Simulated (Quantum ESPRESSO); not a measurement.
## Collinear magnetic orders of CrB2 with Quantum ESPRESSO: run 2 (antiferro q=(0,1/2,0) +−)

Quantum ESPRESSO 7.5; LDA; plane waves with GBRV 1.5 LDA potentials, no spin-orbit coupling.

This order needs a doubled cell of 6 atoms. The wavevector q is in fractions of the reciprocal vectors of the crystal's primitive cell, as the cells of these inputs are built from it; moments change sign between cells as cos(2π q·R).

pw.in

```
&CONTROL
  calculation = 'scf'
  prefix = 'pwscf'
  outdir = './tmp'
  pseudo_dir = './pseudo'
  disk_io = 'nowf'
/
&SYSTEM
  ibrav = 0
  nat = 6
  ntyp = 3
  ecutwfc = 40
  ecutrho = 280
  nbnd = 29
  occupations = 'smearing'
  smearing = 'fd'
  degauss = 0.00734986
  nspin = 2
  starting_magnetization(1) = 0.1786
  starting_magnetization(2) = -0.1786
  starting_magnetization(3) = 0
/
&ELECTRONS
  conv_thr = 1.2d-08
  electron_maxstep = 150
  mixing_beta = 0.3
/
ATOMIC_SPECIES
Cr1    51.9961 cr_lda_v1.5.uspp.F.UPF
Cr2    51.9961 cr_lda_v1.5.uspp.F.UPF
B      10.8100 b_lda_v1.4.uspp.F.UPF
CELL_PARAMETERS angstrom
   2.9700000000    0.0000000000    0.0000000000
  -2.9700000000    5.1441908984    0.0000000000
   0.0000000000    0.0000000000    3.0700000000
ATOMIC_POSITIONS crystal
Cr1     0.0000000000    0.0000000000    0.0000000000
Cr2     0.0000000000    0.5000000000    0.0000000000
B       0.3333333333    0.3333333334    0.5000000000
B       0.3333333333    0.8333333333    0.5000000000
B       0.6666666667    0.1666666666    0.5000000000
B       0.6666666667    0.6666666666    0.5000000000
K_POINTS automatic
10 5 10 0 0 0
```

The run is started by

```
OMP_NUM_THREADS=1 mpirun -n 4 pw.x -nk 4 -in pw.in > pw.out
```

Before running it: what should come out for the spin moment in the atom's sphere?

Opposed moments of equal size cancel, so the cell has no net moment. Symmetry leaves 2 kinds of site among the 6 atoms, and equivalent atoms carry values of equal size.

Spin density in the ab plane at fractional z = 0.500, with atoms of B within 0.2 Å of it.

Valence density in the ab plane at fractional z = 0.500, with atoms of B within 0.2 Å of it. It is the smooth field of the valence electrons, not physical close to the nuclei.

Spin moment in the atom's sphere by atom:

| atom | spin moment in the atom's sphere (μB) |
| --- | --- |
| Cr1 | 0.951 |
| Cr2 | -0.951 |
| B3 | 0.005 |
| B4 | -0.005 |
| B5 | -0.005 |
| B6 | 0.005 |

This step gave:

| Quantity | Value |
| --- | --- |
| magnetization | 0 μB |
| absolute magnetization | 2.18 μB |
| final state | antiferromagnetic |

Values in units of 1e-2 e/Å³, 24 rows by 15 columns, each cell a mean:
```
 0.5  0.3  0.0 -0.2 -0.5 -0.7 -0.8 -0.8 -0.8 -0.7 -0.4 -0.2  0.1  0.3  0.5
 0.0 -0.2 -0.4 -0.6 -0.8 -0.7 -0.5 -0.7 -0.8 -0.7 -0.5 -0.3 -0.1  0.0  0.1
-0.5 -0.6 -0.8 -0.9 -0.8 -0.2  0.0 -0.7 -0.9 -0.9 -0.7 -0.6 -0.5 -0.4 -0.5
-0.9 -0.9 -0.9 -0.9 -0.7 -0.2 -0.5 -0.9 -1.0 -0.9 -0.9 -0.9 -0.9 -0.9 -0.9
-0.7 -0.5 -0.3  0.0  0.2  0.1 -0.1 -0.4 -0.6 -0.8 -1.1 -1.3 -1.4 -1.3 -1.0
-0.1  0.3  0.7  1.1  1.3  1.0  0.5  0.1 -0.2 -0.6 -1.0 -1.3 -1.2 -0.9 -0.4
 0.7  0.9  1.2  1.4  1.4  1.1  0.8  0.5  0.3  0.0 -0.3 -0.4 -0.2  0.1  0.4
 0.9  1.0  1.1  1.1  1.1  1.0  0.9  0.9  0.8  0.6  0.2  0.5  0.8  0.9  0.9
 0.6  0.6  0.5  0.6  0.6  0.8  0.9  1.0  0.8  0.0  0.0  0.8  1.0  0.9  0.7
 0.1  0.0  0.0  0.2  0.4  0.6  0.8  0.8  0.7  0.4  0.7  0.8  0.7  0.5  0.3
-0.4 -0.4 -0.3 -0.1  0.2  0.5  0.7  0.8  0.8  0.8  0.7  0.5  0.3  0.0 -0.2
-0.7 -0.6 -0.3  0.0  0.2  0.5  0.7  0.8  0.8  0.7  0.5  0.3  0.0 -0.3 -0.6
-0.5 -0.3  0.0  0.2  0.5  0.7  0.8  0.8  0.8  0.7  0.4  0.2 -0.1 -0.3 -0.5
 0.0  0.2  0.4  0.6  0.8  0.7  0.5  0.7  0.8  0.7  0.5  0.3  0.1  0.0 -0.1
 0.5  0.6  0.8  0.9  0.8  0.2  0.0  0.7  0.9  0.9  0.7  0.6  0.5  0.4  0.5
 0.9  0.9  0.9  0.9  0.7  0.2  0.5  0.9  1.0  0.9  0.9  0.9  0.9  0.9  0.9
 0.7  0.5  0.3  0.0 -0.2 -0.1  0.1  0.4  0.6  0.8  1.1  1.3  1.4  1.3  1.0
 0.1 -0.3 -0.7 -1.1 -1.3 -1.0 -0.5 -0.1  0.2  0.6  1.0  1.3  1.2  0.9  0.4
-0.7 -0.9 -1.2 -1.4 -1.4 -1.1 -0.8 -0.5 -0.3  0.0  0.3  0.4  0.2 -0.1 -0.4
-0.9 -1.0 -1.1 -1.1 -1.1 -1.0 -0.9 -0.9 -0.8 -0.6 -0.2 -0.5 -0.8 -0.9 -0.9
-0.6 -0.6 -0.5 -0.6 -0.6 -0.8 -0.9 -1.0 -0.8  0.0  0.0 -0.8 -1.0 -0.9 -0.7
-0.1  0.0  0.0 -0.2 -0.4 -0.6 -0.8 -0.8 -0.7 -0.4 -0.7 -0.8 -0.7 -0.5 -0.3
 0.4  0.4  0.3  0.1 -0.2 -0.5 -0.7 -0.8 -0.8 -0.8 -0.7 -0.5 -0.3  0.0  0.2
 0.7  0.6  0.3  0.0 -0.2 -0.5 -0.7 -0.8 -0.8 -0.7 -0.5 -0.3  0.0  0.3  0.6
```
Columns run along a (3.0 Å), rows up along b (5.9 Å). Atoms in or near the plane, at fractional coordinates: B at (0.33, 0.33), B at (0.33, 0.83), B at (0.67, 0.17), B at (0.67, 0.67).

Ten even steps from '0' (0.20 e/Å³) to '9' (0.85 e/Å³):
```
001247999742100
012468998642100
124678887642111
346776677643222
578866688754444
799866899776667
999878999987789
998778999987899
776667799866899
544445788666887
322234677667764
111124678887642
000124689986421
000124799974210
000135799753100
001247999742100
012468998642100
124678887642111
346776677643222
578866688754444
799866899776667
999878999987789
998778999987899
776667799866899
544445788666887
322234677667764
111124678887642
000124689986421
000124799974210
000135799753100
```
Columns run along a (3.0 Å), rows up along b (5.9 Å). Atoms in or near the plane, at fractional coordinates: B at (0.33, 0.33), B at (0.33, 0.83), B at (0.67, 0.17), B at (0.67, 0.67).

[Logs and program files are shortened in this print: banners, set-up blocks, solver, clock and traceback lines can be left out without a mark of their own.]

[Logs are printed without paths, hosts, clocks, repeated set-up lines and the standing remarks that a program may print on its own settings, such as how far it seeks lower states.]

[Hosts, paths, dates, database ids (printed as entryN), source tags and the programs' standing remarks are cut or masked in the printed files.]

[Where a cell is said to come from a database of computed structures, the database is the Materials Project.]
